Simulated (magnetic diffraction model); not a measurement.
# Magnetic neutron pattern of NdTi₆Al₆

Space group P6/mmm (no. 191), a = 5.2610 Å, c = 8.6220 Å.

```
site  atom    x    y       z
  1a    Nd    0    0       0
  2e    Ti    0    0  0.3468
  2d    Ti  1/3  2/3     1/2
  2c    Ti  1/3  2/3       0
  6i    Al    0  1/2  0.2543
```

This is a made-up structure (elements placed in a structure type, unrelaxed), so the numbers test the method and describe no known phase.

Only Nd is taken to order (form factors of Nd3+); orders and moment sizes are assumed, and not adapted to the symmetry. Radiation: neutrons of λ = 1.594 Å, 5° to 60°; isotropic B of 0.45 Å² (Nd), 0.53 Å² (Ti) and 0.69 Å² (Al). Simulated constant-wavelength pattern: nuclear and magnetic terms add, the magnetic one as |2.695 fm × Σ f S⊥ exp(2πi Q·r) exp(−B s²)|², summed over all Q at one angle with the factor 1/(sin²θ cos θ). For collinear order S is the moment m, which repeats by lattice and centring translations R with the sign exp(−2πi k·R). Free-ion form factors, Sears's scattering lengths of 1992, no absorption; a label names one of the reflections at its angle. The strongest nuclear line in the range is 100, and lines under 0.2 are left out.

Assume the order k = (0 1/2 0), collinear moments along [101], 2.1 μB on Nd.

Predict the pattern, nuclear and magnetic parts apart.

```
2θ (°)       index  nuclear  magnetic
 10.04   (0 1/2 0)      0.0       7.8
 10.61     (0 0 1)     27.1       0.0
 14.62   (0 1/2 1)      0.0       4.5
 17.43  (1 -1/2 0)      0.0       1.8
 20.45  (1 -1/2 1)      0.0       2.2
 21.31     (0 0 2)     32.7       0.0
 22.82     (1 0 1)     40.6       0.0
 23.60   (0 1/2 2)      0.0       1.1
 26.76   (1 1/2 0)      0.0       1.8
 27.66  (1 -1/2 2)      0.0       0.9
 28.86   (1 1/2 1)      0.0       2.8
 29.49     (1 0 2)    100.0       0.0
 30.42   (0 3/2 0)      0.0       0.8
 32.30   (0 3/2 1)      0.0       1.2
 33.81   (0 1/2 3)      0.0       0.4
 34.46   (1 1/2 2)      0.0       1.5
 35.27     (1 1 0)     24.4       0.0
 36.77  (2 -1/2 0)      0.0       0.8
 36.84  (-1 1/2 3)      0.0       0.4
 36.94     (1 1 1)     16.0       0.0
 37.45   (0 3/2 2)      0.0       0.7
 38.37  (2 -1/2 1)      0.0       1.3
 40.96     (2 0 0)     37.5       0.0
 41.58     (1 1 2)      0.9       0.0
 42.35   (1 1/2 3)      0.0       0.8
 42.43     (2 0 1)     10.8       0.0
 42.88  (2 -1/2 2)      0.0       0.9
 43.40     (0 0 4)      5.4       0.0
 44.82   (1 3/2 0)      0.0       0.6
 44.89   (0 3/2 3)      0.0       0.4
 46.20   (1 3/2 1)      0.0       1.1
 46.62     (2 0 2)      0.9       0.0
 47.26   (2 1/2 0)      0.0       0.5
 48.29     (1 0 4)     11.8       0.0
 48.58   (2 1/2 1)      0.0       0.9
 49.66  (2 -1/2 3)      0.0       0.5
 50.14   (1 3/2 2)      0.0       0.8
 51.72   (1 1/2 4)      0.0       0.4
 51.87   (0 5/2 0)      0.0       0.2
 52.39   (2 1/2 2)      0.0       0.7
 53.03     (2 0 3)      0.4       0.0
 53.10   (0 5/2 1)      0.0       0.4
 53.92   (0 3/2 4)      0.0       0.2
 55.06     (0 0 5)      0.3       0.0
 55.26  (3 -3/2 1)      0.0       0.3
 56.26   (1 3/2 3)      0.0       0.5
 56.32     (2 1 1)     14.8       0.0
 56.69   (0 5/2 2)      0.0       0.3
```
(The table stops after 48 lines; 8 more lie at higher angle.)

The strongest magnetic line in the range is (0 1/2 0) at 10.04° (7.8). On top of the Lorentz factor, which all lines share, magnetic lines fade with angle because f falls: for Nd3+ it is 0.98, 0.90, 0.79 and 0.54 at sin θ/λ = 0.1, 0.2, 0.3 and 0.5 Å⁻¹, while nuclear lengths stay constant. The order has no net moment.

[Logs are printed without paths, hosts, clocks, repeated set-up lines and the standing remarks that a program may print on its own settings, such as how far it seeks lower states.]
